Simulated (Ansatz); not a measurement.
An input for Ansatz 0.2.0 (WS2 (Tungstenite)):

```yaml
crystal:
  lattice:
    - [3.1430410417, 0.0, 0.0]
    - [-1.5715205209, 2.7219533873, 0.0]
    - [0.0, 0.0, 11.9502324404]
  atoms:
    - { symbol: W, position: [0.3333333333, 0.6666666667, 0.25] }
    - { symbol: W, position: [0.6666666667, 0.3333333333, 0.75] }
    - { symbol: S, position: [0.3333333333, 0.6666666667, 0.6181409895] }
    - { symbol: S, position: [0.6666666667, 0.3333333333, 0.1181409895] }
    - { symbol: S, position: [0.3333333333, 0.6666666667, 0.8818590105] }
    - { symbol: S, position: [0.6666666667, 0.3333333333, 0.3818590105] }
kpoints:
  mp_grid: { grid: [6, 6, 2] }
hamiltonian:
  xc: pbe
scf:
  occupations: { method: fixed }
gw:
  n_empty_bands: 141
  ecut_chi: 70
  qp_bands: [v2, c2]
  qp_kpoints: band_edges
  screening: { model: contour_deformation }
```

```sh
ansatz run input.yaml --threads 2 --pin off --max-ram 92160MiB --backend cuda --events-out ev --progress --plain --runs-dir out --devices 1 --max-vram 13GiB  # rebuilt from the run's record
```

How long will it take on 1 × NVIDIA H100 80GB HBM3 (shared by 6 runs) with 2 threads of AMD EPYC 7R13 (Zen 3), shared host, and how much memory?

It took 18 s; on shared hardware allow 9.1 s to 37 s. Peak host memory was 1.2 GiB. The sizes that set the cost: 1983 plane waves a state, 14 irreducible k points, 167 bands summed, 125 plane waves in the screening and 7 SCF cycles.

The screening grows as filled bands × empty bands × pairs of k points, times the square of the screening basis for the matrix.

[Paths, hosts, dates, memory and timing lines, banners, echoed tables and standing remarks are left out of the program output.]

[Logs are printed without paths, hosts, clocks, repeated set-up lines and the standing remarks that a program may print on its own settings, such as how far it seeks lower states.]

[Runs of the session that timed out or met a known fault of the program may be left out.]

[Cells called generated may have been cut or substituted from an entry of the Crystallography Open Database or the Materials Project.]

[Hosts, paths, dates, database ids (printed as entryN), source tags and the programs' standing remarks are cut or masked in the printed files.]
